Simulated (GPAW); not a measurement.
# Core-hole calculation of the F K edge in KCrF3 (C2/m), part 2 of 3

What does one-electron theory with a core hole give for the F K edge of KCrF3 (C2/m)?

GPAW 26.7.0; X-ray absorption from dipole matrix elements to empty bands, plane-wave PAW LDA+U.

So far. Step 2 (The field without a hole): The mesh shows a gap of 2.17 eV, so the hole is first treated in a charged cell, without the excited electron.

### 4. Spectrum with FCH, F atom 5

The holes are 5.8 Å apart. In GPAW the data set carries the hole's charge, so charge=0 means a charged cell and charge=-1 a neutral one. The excited electron is left out and a uniform background balances the charge. After the field has converged, empty bands are computed with the density fixed and the dipole matrix elements are summed.

The absorber has 1 Cr at 2.00 Å and 1 Cr at 2.02 Å (bent, 166°, site symmetry m).

xas.py reads:

```python
import numpy as np
from ase import Atoms
from ase.parallel import parprint, paropen
from gpaw import GPAW, PW, FermiDirac, Mixer, MixerDif, setup_paths
from gpaw.test import gen
setup_paths.insert(0, '.')
gen('F', name='fch1s', xcname='LDA', corehole=(1, 0, 1), write_xml=True)
from gpaw.mpi import world
world.barrier()

atoms = Atoms('Cr2K2F6',
    cell=[[3.98186786, 0, -4.25345723],
     [-3.99466025, 0, -4.25345723],
     [-3.98826406, 4.287735, 0]],
    scaled_positions=[[0, 0.5, 0],
     [0.5, 0, 0],
     [0.2516, 0.7484, 0.5032],
     [0.7484, 0.2516, 0.4968],
     [0.278, 0.28, 0],
     [0.722, 0.72, 0],
     [0.2305, 0.2695, 0.461],
     [0.7695, 0.7305, 0.539],
     [0.239, 0.798, 0],
     [0.761, 0.202, 0]],
    magmoms=[3.0, 3.0, 0.0, 0.0, 0.0, 0.0, 0.0, 0.0, 0.0, 0.0],
    pbc=True)
atoms.calc = calc = GPAW(legacy_gpaw=True, mode=PW(500, force_complex_dtype=True), xc='LDA', setups={'Cr': ':d,3', 4: 'fch1s'},
    kpts={'size': (3, 3, 3), 'gamma': True}, occupations=FermiDirac(0.02),
    charge=0, mixer=MixerDif(0.05, 8, 50), maxiter=150,
    convergence={'density': 0.0001, 'eigenstates': 1e-6}, txt='scf.txt')
energy = atoms.get_potential_energy() + calc.get_reference_energy()
ef = calc.get_fermi_level()
out = dict(energy=energy, fermi=ef, forces=atoms.get_forces().tolist(), magmoms=atoms.get_magnetic_moments().tolist())
parprint(f'all-electron energy {energy:.4f} eV, Fermi level {ef:.4f} eV')
ev = np.array([[calc.get_eigenvalues(k, s) for k in range(len(calc.get_ibz_k_points()))] for s in range(calc.get_number_of_spins())])
out['homo'], out['lumo'], out['counts'] = ev[ev < ef].max(), ev[ev > ef].min(), sorted(set((ev < ef).sum((0, 2)).tolist()))
out['filled'] = (ev[:, 0] < ef).sum(1).tolist()

from ase.units import Ha
from gpaw.xas import dipole_matrix_elements
nb = int(calc.get_number_of_electrons() / 2) + 100
top, nb = nb, nb + 8 + nb // 12
nscf = calc.fixed_density(kpts={'size': (4, 4, 4), 'gamma': True}, nbands=nb,
    convergence={'bands': top, 'eigenstates': 5e-3}, maxiter=60, txt='nscf.txt')
cell = atoms.cell.array
ops = [cell.T @ U.T @ np.linalg.inv(cell.T) for U in nscf.wfs.kd.symmetry.op_scc]
filled = [40, 32]  # bands filled in the ground state, by spin
E = np.arange(-6, 34, 0.1)
fwhm = np.interp(E, [4, 25], [0.9, 3.5])
Y, X, zero, highest = 0, 0, 1e9, 1e9
for spin in range(nscf.get_number_of_spins()):
    wfs = nscf.wfs
    mine = wfs.bd.get_slice()  # this rank's bands
    A = dipole_matrix_elements(wfs.setups[4])
    eps = np.zeros((wfs.kd.nibzkpts, nb))
    d = np.zeros((3, A.shape[1], wfs.kd.nibzkpts, nb), complex)
    for kpt in wfs.kpt_u:
        if kpt.s == spin and 4 in kpt.P_ani:
            eps[kpt.k, mine] = kpt.eps_n * Ha
            d[:, :, kpt.k, mine] = (kpt.weight * wfs.nspins / 2) ** 0.5 * np.inner(A, kpt.P_ani[4])
    world.sum(eps)
    world.sum(d)
    T = np.einsum('amkn,bmkn->abkn', d, d.conj()).real
    T = sum(np.einsum('ai,ijkn,bj->abkn', R, T, R) for R in ops) / len(ops)
    empty = np.ones_like(eps, bool) & (np.arange(nb) >= filled[spin])
    zero, highest = min(zero, eps[empty].min()), min(highest, eps[:, top - 1].min())
    lines = [(eps, T, empty)] if spin == 0 else lines + [(eps, T, empty)]
for eps, T, empty in lines:
    f = np.einsum('aakn->akn', T).reshape(3, -1)
    x = eps.ravel() - zero
    w = np.interp(x, E, fwhm) / 2.35482
    g = np.exp(-0.5 * ((E[:, None] - x) / w) ** 2) / (w * (2 * np.pi) ** 0.5)
    Y = Y + (f * empty.ravel()) @ g.T
    X = X + (f * ~empty.ravel()) @ g.T
out.update(E=E.round(2).tolist(), xas=Y.tolist(), xes=X.tolist(), zero=zero, valid=highest - zero, nk=len(eps), nb=nb)
for i in range(0, len(E), 10):
    parprint(f'{E[i]:7.2f}', *(f'{v:10.3e}' for v in Y[:, i]))
import json
with paropen('out.json', 'w') as f:
    json.dump(out, f)
```

The run is started by

```bash
> OMP_NUM_THREADS=1 mpirun -n 4 gpaw python xas.py
```

Numbers of over 12 decimals in the logs are rounded to 6 here.

Log:

```text
Input parameters:
  convergence: {density: 0.0001,
                eigenstates: 1e-06}
  kpts: {gamma: True,
         size: (3, 3, 3)}
  maxiter: 150
  mixer: {backend: pulay,
          beta: 0.05,
          method: difference,
          nmaxold: 8,
          weight: 50}
  mode: {ecut: 500.0,
         force_complex_dtype: True,
         name: pw}
  occupations: {fixmagmom: False,
                name: fermi-dirac,
                width: 0.02}
  setups: {4: fch1s,
           Cr: :d,3}

Initialize ...

[... PAW data sets ...]

Reference energy: -105225.138554  # eV

Spin-polarized calculation.
Initial magnetic moment: 6.000000

[... convergence settings ...]
Symmetries present (total): 1
  [... symmetry matrices ...]

27 k-points: 3 x 3 x 3 Monkhorst-Pack grid
14 k-points in the irreducible part of the Brillouin zone
       k-points in crystal coordinates                weights
   0:     0.00000000    0.00000000    0.00000000          1/27
   1:     0.00000000    0.00000000    0.33333333          2/27
   2:     0.00000000    0.33333333   -0.33333333          2/27
   3:     0.00000000    0.33333333    0.00000000          2/27
   4:     0.00000000    0.33333333    0.33333333          2/27
   5:     0.33333333   -0.33333333   -0.33333333          2/27
   6:     0.33333333   -0.33333333    0.00000000          2/27
   7:     0.33333333   -0.33333333    0.33333333          2/27
   8:     0.33333333    0.00000000   -0.33333333          2/27
   9:     0.33333333    0.00000000    0.00000000          2/27
          ...
  13:     0.33333333    0.33333333    0.33333333          2/27

Wave functions: Plane wave expansion
  Cutoff energy: 500.000 eV
  Number of coefficients (min, max): 3667, 3710
  Pulay-stress correction: 0.000000 eV/Ang^3 (de/decut=0.000000)
  Using FFTW library
  Wavefunction extrapolation:
    Improved wavefunction reuse through dual PAW basis

Occupation numbers: Fermi-Dirac:
  width: 0.0200  # eV

Eigensolver
   Davidson(niter=2)

Densities:
  Coarse grid: 32*32*32 grid
  Fine grid: 64*64*64 grid
  Total Charge: 1.000000

Density mixing:
  Method: difference
  Backend: pulay
  Linear mixing parameter: 0.05
  old densities: 8
  Width of damping distribution: 1.1
  Damping of long wavelength oscillations: 50

[... Hamiltonian set-up ...]
Number of atoms: 10
Number of atomic orbitals: 52
Number of bands in calculation: 51
Number of valence electrons: 72
Bands to converge: occupied

... initialized

Initializing position-dependent things.

Density initialized from atomic densities
Creating initial wave functions:
  51 bands from LCAO basis set

             F
            Cr   F    Cr
         K        K

           F          F
             F
                 F

Atomic positions and initial magnetic moments

Positions:
   0 Cr    -1.997330    0.000000   -2.126729    ( 0.0000,  0.0000,  3.0000)
   1 Cr     1.990934    0.000000   -2.126729    ( 0.0000,  0.0000,  3.0000)
   2 K     -3.994660    2.157588   -4.253457    ( 0.0000,  0.0000,  0.0000)
   3 K     -0.006396    2.130147   -4.253457    ( 0.0000,  0.0000,  0.0000)
   4 F     -0.011546    0.000000   -2.373429    ( 0.0000,  0.0000,  0.0000)
   5 F     -0.001247    0.000000   -6.133485    ( 0.0000,  0.0000,  0.0000)
   6 F     -1.997330    1.976646   -2.126729    ( 0.0000,  0.0000,  0.0000)
   7 F     -2.003726    2.311089   -6.380186    ( 0.0000,  0.0000,  0.0000)
   8 F     -2.236072    0.000000   -4.410835    ( 0.0000,  0.0000,  0.0000)
   9 F      2.223280    0.000000   -4.096079    ( 0.0000,  0.0000,  0.0000)

Unit cell:
           periodic     x           y           z      points  spacing
  1. axis:    yes    3.981868    0.000000   -4.253457    32     0.1504
  2. axis:    yes   -3.994660    0.000000   -4.253457    32     0.1505
  3. axis:    yes   -3.988264    4.287735    0.000000    32     0.1340

  Lengths:   5.826420   5.835170   5.855845
[...]
iter:  44   -89.719724c  -6.26c -3.64    +8.0000
iter:  45   -89.719708c  -5.16  -3.68    +8.0000
iter:  46   -89.719816c  -5.06  -3.79    +8.0000
iter:  47   -89.719809c  -5.69  -4.05c   +8.0000
iter:  48   -89.719830c  -5.47  -4.22c   +8.0000
iter:  49   -89.719852c  -5.88  -4.24c   +8.0000
iter:  50   -89.719852c  -6.27c -4.45c   +8.0000

Converged after 50 iterations.

Dipole moment: (-0.007862, -0.000000, 1.040557) |e|*Ang

Total magnetic moment: (0.000000, 0.000000, 8.000000)
Local magnetic moments:
   0 Cr ( 0.000000,  0.000000,  3.569439)
   1 Cr ( 0.000000,  0.000000,  3.573610)
   2 K  ( 0.000000,  0.000000,  0.000506)
   3 K  ( 0.000000,  0.000000,  0.000506)
   4 F  ( 0.000000,  0.000000, -0.084909)
   5 F  ( 0.000000,  0.000000,  0.016534)
   6 F  ( 0.000000,  0.000000,  0.020067)
   7 F  ( 0.000000,  0.000000,  0.020068)
   8 F  ( 0.000000,  0.000000,  0.019797)
   9 F  ( 0.000000,  0.000000,  0.020492)

Energy contributions relative to reference atoms: (reference = -105225.138554)

Kinetic:        +43.553398
Potential:      -63.624999
External:        +0.000000
XC:             -69.899045
Entropy (-ST):   -0.000000
Local:           +0.250794
SIC:             +0.000000
--------------------------
Free energy:    -89.719852
Extrapolated:   -89.719852

Spin contamination: 1.459111 electrons
Showing only first 2 kpts
                      Up                     Down
 Kpt  Band  Eigenvalues  Occupancy  Eigenvalues  Occupancy
  0    34      1.69870    1.00000      7.85119    0.00000
  0    35      2.38029    1.00000      7.95410    0.00000
  0    36      2.42303    1.00000      8.29475    0.00000
  0    37      2.51889    1.00000      8.48456    0.00000

  1    34      2.07255    1.00000      8.17185    0.00000
  1    35      2.15793    1.00000      8.22387    0.00000
  1    36      2.31279    1.00000      8.30308    0.00000
  1    37      2.36071    1.00000      8.43769    0.00000

Fermi level: 4.30985

Gap: 2.087 eV
Transition (v -> c):
  (s=0, k=11, n=39, [0.33, 0.33, -0.33]) -> (s=0, k=0, n=40, [0.00, 0.00, 0.00])
Direct/indirect transitions are different
Direct gap: 2.277 eV
Transition at: (s=0, k=11, n=39, [0.33, 0.33, -0.33])

Forces in eV/Ang:
  0 Cr   -3.06161   -0.00001    0.34012
  1 Cr    3.02764    0.00001    0.31589
  2 K     0.00071   -0.16359   -0.09775
  3 K     0.00069    0.16359   -0.09775
  4 F     0.16572    0.00007   -0.37154
  5 F    -0.15533   -0.00004    0.12648
  6 F     0.13715    0.03386   -0.05112
  7 F     0.13710   -0.03388   -0.05115
  8 F    -0.02645    0.00001   -0.18271
  9 F    -0.22478   -0.00001    0.06995
Scalar-relativistic atomic LDA calculation for F (Fluorine, Z=9)
Core hole in 1s state (1s occupation: 1.0)
300 radial gridpoints.
|------------------------------------------------|
|------------------------------------------------|
[... the atom generator's iteration count ...]

Energy contributions:
-------------------------
Kinetic:      +73.074518
XC:            -7.529720
Potential:   -138.883139
-------------------------
Total:        -73.338341

state      eigenvalue         ekin         rmax
-----------------------------------------------
1s^1.0 :   -27.508849    38.870947        0.112
2s^2.0 :    -1.877741     5.094802        0.712
2p^5.0 :    -1.212468     4.802793        0.605
-----------------------------------------------
(units: Bohr and Hartree)

Generating PAW setup
Kinetic energy of the core from tauc = 38.910803
Cutoffs:
rc(s)=1.200
rc(p)=1.200
rc(d)=1.200
rc(vbar)=1.080
rc(comp)=1.200
rc(nct)=1.200

Kinetic energy of the core states: 38.870947
Charge: 1.0
Core electrons: 1.0
Valence electrons: 7.0
Pseudo-core charge: 0.000102
Shape function alpha=6.944
Pseudo-electron charge 5.398325
state    eigenvalue         norm
--------------------------------
2s(2) :    -1.877741     1.039630
*s    :    -0.877741
2p(5) :    -1.212468     0.663793
*p    :    -0.212468
*d    :     0.000000
--------------------------------

Diagonalizing with gridspacing h=0.050

state   all-electron     PAW
-------------------------------
2s:      -1.877741    -1.879888
2p:      -1.212468    -1.215269
*d:                   -0.058611
*f:                   -0.013370
-------------------------------
all-electron energy -105314.8584 eV, Fermi level 4.3099 eV
  -6.00  2.331e-62  5.674e-67  2.354e-61
  -5.00  5.750e-46  7.804e-50  5.387e-45
  -4.00  1.783e-32  1.294e-35  1.325e-31
  -3.00  9.551e-22  2.869e-24  3.610e-21
  -2.00  1.055e-13  9.277e-16  1.242e-13
  -1.00  2.209e-08  4.402e-10  8.090e-09
  -0.00  1.368e-05  3.369e-07  1.705e-06
[...]
31.00  8.771e-05  5.774e-05  7.404e-05
  32.00  9.170e-05  5.674e-05  7.652e-05
  33.00  9.187e-05  5.879e-05  7.773e-05
```

Run time: 1.9 min. Hardware: 4 MPI ranks of AMD EPYC 9R14 (Zen 4), shared host; peak memory 0.67 GiB; 7.6 min of CPU time.

The F K spectrum, F atom 5, full core hole (charged cell) (energy from the lowest empty level; intensity scaled to a mean of 1 over the first 20 eV; polarised curves are means over the symmetry-equivalent atoms):

```tsv
E (eV)	isotropic	ε ∥ x	ε ∥ y	ε ∥ z
-2.0	0.00	0.00	0.00	0.00
-1.5	0.00	0.00	0.00	0.00
-1.0	0.00	0.00	0.00	0.00
-0.5	0.01	0.02	0.00	0.00
0.0	0.08	0.21	0.01	0.03
0.5	0.33	0.91	0.02	0.06
1.0	0.64	1.76	0.06	0.08
1.5	0.61	1.39	0.21	0.22
2.0	0.74	0.57	0.85	0.82
2.5	1.49	0.78	1.90	1.78
3.0	1.55	1.20	1.77	1.69
3.5	1.35	1.85	1.11	1.10
4.0	1.67	2.62	1.17	1.22
4.5	2.00	2.53	1.65	1.82
5.0	1.98	2.07	1.77	2.09
5.5	1.64	1.63	1.56	1.72
6.0	1.25	1.26	1.29	1.19
6.5	1.12	1.37	1.10	0.89
7.0	1.12	1.55	0.98	0.83
7.5	1.18	1.83	0.89	0.81
8.0	1.33	2.28	0.89	0.82
8.5	1.38	2.42	0.90	0.82
9.0	1.24	2.06	0.87	0.80
9.5	1.05	1.56	0.80	0.78
10.0	0.89	1.24	0.70	0.72
10.5	0.76	1.10	0.56	0.63
11.0	0.65	1.01	0.42	0.52
11.5	0.55	0.89	0.32	0.44
12.0	0.48	0.75	0.28	0.41
12.5	0.46	0.63	0.32	0.42
13.0	0.49	0.55	0.43	0.48
13.5	0.57	0.49	0.63	0.59
14.0	0.69	0.44	0.89	0.72
14.5	0.82	0.41	1.17	0.87
15.0	0.93	0.39	1.40	1.01
15.5	1.02	0.39	1.52	1.15
16.0	1.06	0.40	1.52	1.26
16.5	1.06	0.44	1.41	1.34
17.0	1.03	0.48	1.24	1.37
17.5	0.98	0.52	1.05	1.37
18.0	0.92	0.55	0.90	1.33
18.5	0.87	0.56	0.78	1.27
19.0	0.81	0.56	0.71	1.18
19.5	0.76	0.54	0.68	1.07
20.0	0.72	0.51	0.69	0.97
20.5	0.71	0.50	0.73	0.89
21.0	0.72	0.52	0.80	0.86
21.5	0.77	0.57	0.87	0.86
22.0	0.83	0.66	0.95	0.88
22.5	0.90	0.78	1.03	0.91
23.0	0.98	0.91	1.10	0.94
23.5	1.06	1.05	1.17	0.96
24.0	1.12	1.16	1.23	0.97
24.5	1.16	1.25	1.28	0.97
25.0	1.18	1.29	1.30	0.95
25.5	1.17	1.30	1.29	0.93
26.0	1.14	1.27	1.24	0.90
26.5	1.10	1.23	1.18	0.88
27.0	1.06	1.19	1.11	0.87
27.5	1.03	1.16	1.05	0.88
28.0	1.02	1.15	1.01	0.90
28.5	1.03	1.16	0.98	0.95
29.0	1.05	1.19	0.97	1.00
29.5	1.08	1.23	0.95	1.05
30.0	1.10	1.28	0.94	1.09
30.5	1.13	1.33	0.92	1.13
31.0	1.14	1.37	0.90	1.16
```

Main maxima below 24 eV (height): 1.2 eV (0.67), 2.8 eV (1.64), 4.7 eV (2.03), 8.4 eV (1.39) and 16.3 eV (1.07). A K edge sees empty p states; the first features are F p mixed into the empty d states of the Cr neighbours, and the broad ones above probably into the cations' higher empty bands.

The hole costs E(hole) − E(ground) = 674.72 eV, and the lowest empty level of the hole cell on the spectrum's mesh lies at 5.50 eV, which puts the zero at 680.23 eV. The functional and the charged cell's background leave an error in such absolute values: in the free atom LDA prices this hole 4.7 eV below PBE (computed apart), and PBE is itself good to a few eV.

### 5. Spectrum with FCH, F atom 7

The holes are 5.8 Å apart. The excited electron is left out and a uniform background balances the charge. After the field has converged, empty bands are computed with the density fixed and the dipole matrix elements are summed.

The absorber has 1 Cr at 1.98 Å and 1 Cr at 2.31 Å (linear, site symmetry 2).

xas.py: that of step 4 with these lines changed.

```diff
@@ -26,3 +26,3 @@
     pbc=True)
-atoms.calc = calc = GPAW(legacy_gpaw=True, mode=PW(500, force_complex_dtype=True), xc='LDA', setups={'Cr': ':d,3', 4: 'fch1s'},
+atoms.calc = calc = GPAW(legacy_gpaw=True, mode=PW(500, force_complex_dtype=True), xc='LDA', setups={'Cr': ':d,3', 6: 'fch1s'},
     kpts={'size': (3, 3, 3), 'gamma': True}, occupations=FermiDirac(0.02),
@@ -53,3 +53,3 @@
     mine = wfs.bd.get_slice()  # this rank's bands
-    A = dipole_matrix_elements(wfs.setups[4])
+    A = dipole_matrix_elements(wfs.setups[6])
     eps = np.zeros((wfs.kd.nibzkpts, nb))
@@ -57,5 +57,5 @@
     for kpt in wfs.kpt_u:
-        if kpt.s == spin and 4 in kpt.P_ani:
+        if kpt.s == spin and 6 in kpt.P_ani:
             eps[kpt.k, mine] = kpt.eps_n * Ha
-            d[:, :, kpt.k, mine] = (kpt.weight * wfs.nspins / 2) ** 0.5 * np.inner(A, kpt.P_ani[4])
+            d[:, :, kpt.k, mine] = (kpt.weight * wfs.nspins / 2) ** 0.5 * np.inner(A, kpt.P_ani[6])
     world.sum(eps)
```

Log:

```text
Input parameters:
  convergence: {density: 0.0001,
                eigenstates: 1e-06}
  kpts: {gamma: True,
         size: (3, 3, 3)}
  maxiter: 150
  mixer: {backend: pulay,
          beta: 0.05,
          method: difference,
          nmaxold: 8,
          weight: 50}
  mode: {ecut: 500.0,
         force_complex_dtype: True,
         name: pw}
  occupations: {fixmagmom: False,
                name: fermi-dirac,
[...]
2s:      -1.877741    -1.879888
2p:      -1.212468    -1.215269
*d:                   -0.058611
*f:                   -0.013370
-------------------------------
all-electron energy -105315.3725 eV, Fermi level 4.6151 eV
  -6.00  7.132e-66  7.207e-62  3.048e-65
  -5.00  4.439e-49  2.171e-45  1.887e-48
  -4.00  3.263e-35  8.779e-32  1.309e-34
  -3.00  3.483e-24  5.022e-21  1.095e-23
[...]
32.00  6.939e-05  7.860e-05  4.904e-05
  33.00  6.330e-05  7.554e-05  5.165e-05
[key lines of the parts left out:]
Converged after 35 iterations.
Dipole moment: (-0.016636, -0.054605, 1.177753) |e|*Ang
Free energy:    -90.233915
Fermi level: 4.61508
```

It took 1.7 min on 4 MPI ranks; peak memory 0.67 GiB.

The F K spectrum, F atom 7, full core hole (charged cell) (energy from the lowest empty level; intensity scaled to a mean of 1 over the first 20 eV; polarised curves are means over the symmetry-equivalent atoms):

```tsv
E (eV)	isotropic	ε ∥ x	ε ∥ y	ε ∥ z
-2.0	0.00	0.00	0.00	0.00
-1.5	0.00	0.00	0.00	0.00
-1.0	0.00	0.00	0.00	0.00
-0.5	0.01	0.00	0.04	0.00
0.0	0.14	0.01	0.40	0.01
0.5	0.39	0.06	1.05	0.06
1.0	0.42	0.14	0.99	0.13
1.5	0.51	0.47	0.67	0.39
2.0	1.05	1.25	0.63	1.26
2.5	1.59	1.52	1.23	2.01
3.0	1.66	1.28	2.20	1.51
3.5	1.81	1.33	2.79	1.30
4.0	2.13	1.75	2.90	1.74
4.5	1.99	1.85	2.29	1.81
5.0	1.69	1.73	1.60	1.76
5.5	1.51	1.59	1.17	1.76
6.0	1.38	1.37	1.19	1.59
6.5	1.19	1.13	1.29	1.16
7.0	1.04	0.86	1.48	0.76
7.5	1.06	0.70	1.87	0.60
8.0	1.17	0.71	2.13	0.66
8.5	1.21	0.76	2.06	0.81
9.0	1.13	0.77	1.77	0.86
9.5	0.99	0.81	1.37	0.80
10.0	0.84	0.85	1.01	0.66
10.5	0.69	0.82	0.78	0.48
11.0	0.55	0.68	0.64	0.33
11.5	0.44	0.50	0.57	0.24
12.0	0.39	0.38	0.55	0.23
12.5	0.39	0.36	0.53	0.28
13.0	0.43	0.43	0.48	0.38
13.5	0.52	0.57	0.41	0.56
14.0	0.63	0.75	0.35	0.79
14.5	0.75	0.93	0.31	1.02
15.0	0.87	1.09	0.31	1.21
15.5	0.98	1.25	0.36	1.32
16.0	1.07	1.42	0.43	1.37
16.5	1.14	1.55	0.50	1.37
17.0	1.16	1.60	0.55	1.32
17.5	1.11	1.53	0.56	1.25
18.0	1.03	1.37	0.54	1.16
18.5	0.92	1.19	0.52	1.07
19.0	0.83	1.02	0.51	0.97
19.5	0.77	0.88	0.53	0.90
20.0	0.74	0.78	0.57	0.86
20.5	0.75	0.72	0.65	0.87
21.0	0.78	0.68	0.76	0.91
21.5	0.84	0.67	0.88	0.97
22.0	0.91	0.69	1.00	1.04
22.5	0.99	0.74	1.11	1.12
23.0	1.07	0.80	1.21	1.19
23.5	1.14	0.87	1.29	1.26
24.0	1.20	0.94	1.35	1.32
24.5	1.24	1.00	1.38	1.35
25.0	1.26	1.04	1.40	1.34
25.5	1.25	1.06	1.39	1.30
26.0	1.23	1.05	1.39	1.24
26.5	1.19	1.03	1.38	1.16
27.0	1.17	1.02	1.39	1.09
27.5	1.15	1.02	1.41	1.03
28.0	1.15	1.03	1.43	0.98
28.5	1.15	1.07	1.44	0.94
29.0	1.15	1.10	1.44	0.90
29.5	1.14	1.14	1.42	0.87
30.0	1.13	1.16	1.39	0.83
30.5	1.11	1.17	1.35	0.80
31.0	1.08	1.16	1.31	0.78
```

Main maxima below 24 eV (height): 4.1 eV (2.15), 8.4 eV (1.21) and 16.9 eV (1.16). 

The hole costs E(hole) − E(ground) = 674.21 eV, and the lowest empty level of the hole cell on the spectrum's mesh lies at 5.78 eV, which puts the zero at 679.99 eV.

(Continued in part 3 of 3.)

[Banner, clock and machine lines of the logs are left out without a mark of their own.]

[Logs are printed without paths, hosts, clocks, repeated set-up lines and the standing remarks that a program may print on its own settings, such as how far it seeks lower states.]

[Hosts, paths, dates, database ids (printed as entryN), source tags and the programs' standing remarks are cut or masked in the printed files.]

[Lists of maxima count a maximum above −3 eV only where it reaches 4 % of the highest in the window and stands out from its surroundings by 2 % of it (1.5 % where it reaches 55 %); shoulders and weaker maxima are passed over, and of the rest the first, up to two pre-edge ones and the few strongest are named.]
